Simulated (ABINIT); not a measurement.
Planning a run of ABINIT 10.8.3 on TiO2 (Rutile). The input:

```
acell 3*1.0 Angstrom
rprim 
  4.592200000000 0.000000000000 0.000000000000
  0.000000000000 4.592200000000 0.000000000000
  0.000000000000 0.000000000000 2.957400000000
ntypat 2
znucl 22 8
natom 6
typat 1 1 2 2 2 2
xred 
  0.000000000000 0.000000000000 0.000000000000
  0.500000000000 0.500000000000 0.500000000000
  0.304960000000 0.304960000000 0.000000000000
  0.195040000000 0.804960000000 0.500000000000
  0.695040000000 0.695040000000 0.000000000000
  0.804960000000 0.195040000000 0.500000000000
pp_dirpath "pseudos"
pseudos "Ti.upf, O.upf"
ecut 38
ngkpt 4 4 4
nshiftk 1
shiftk 0 0 0
kptopt 1
chksymbreak 0
istwfk *1
occopt 1
irdwfk 1
optdriver 99
bs_calctype 1
mbpt_sciss 1.603 eV
bs_loband 19
nband 30
bs_exchange_term 1
bs_coulomb_term 11
bs_coupling 0
bs_algorithm 1
bs_freq_mesh 0 6 0.05 eV
zcut 0.1 eV
ecuteps 3
ecutwfn 19
inclvkb 2
irdscr 1
indata_prefix "in"
outdata_prefix "out"
tmpdata_prefix "tmp"
```

```sh
OMP_NUM_THREADS=1 mpirun -n 4 abinit run.abi > log
```

**Question.** How long will it take on 4 MPI ranks of Arm Neoverse V2, shared host, and how much memory?

It took 2.2 min; on shared hardware allow 67 s to 4.5 min. Peak host memory was 0.6 GiB.

The kernel grows as the square of the matrix size, and full diagonalisation as its cube.

[Paths, hosts, dates, memory and timing lines, banners, echoed tables and standing remarks are left out of the program output.]

[Logs are printed without paths, hosts, clocks, repeated set-up lines and the standing remarks that a program may print on its own settings, such as how far it seeks lower states.]

[Runs of the session that timed out or met a known fault of the program may be left out.]

[Hosts, paths, dates, database ids (printed as entryN), source tags and the programs' standing remarks are cut or masked in the printed files.]

[G0W0 gaps are taken among the corrected bands and points alone; a level outside them can change the order at an edge.]

[Where Ansatz stands beside ABINIT at settings called matched, ABINIT's density can come from a denser mesh and the files from another edition; pairs whose starting gaps differed by over 0.03 eV were left out, so agreement reads better than it is.]
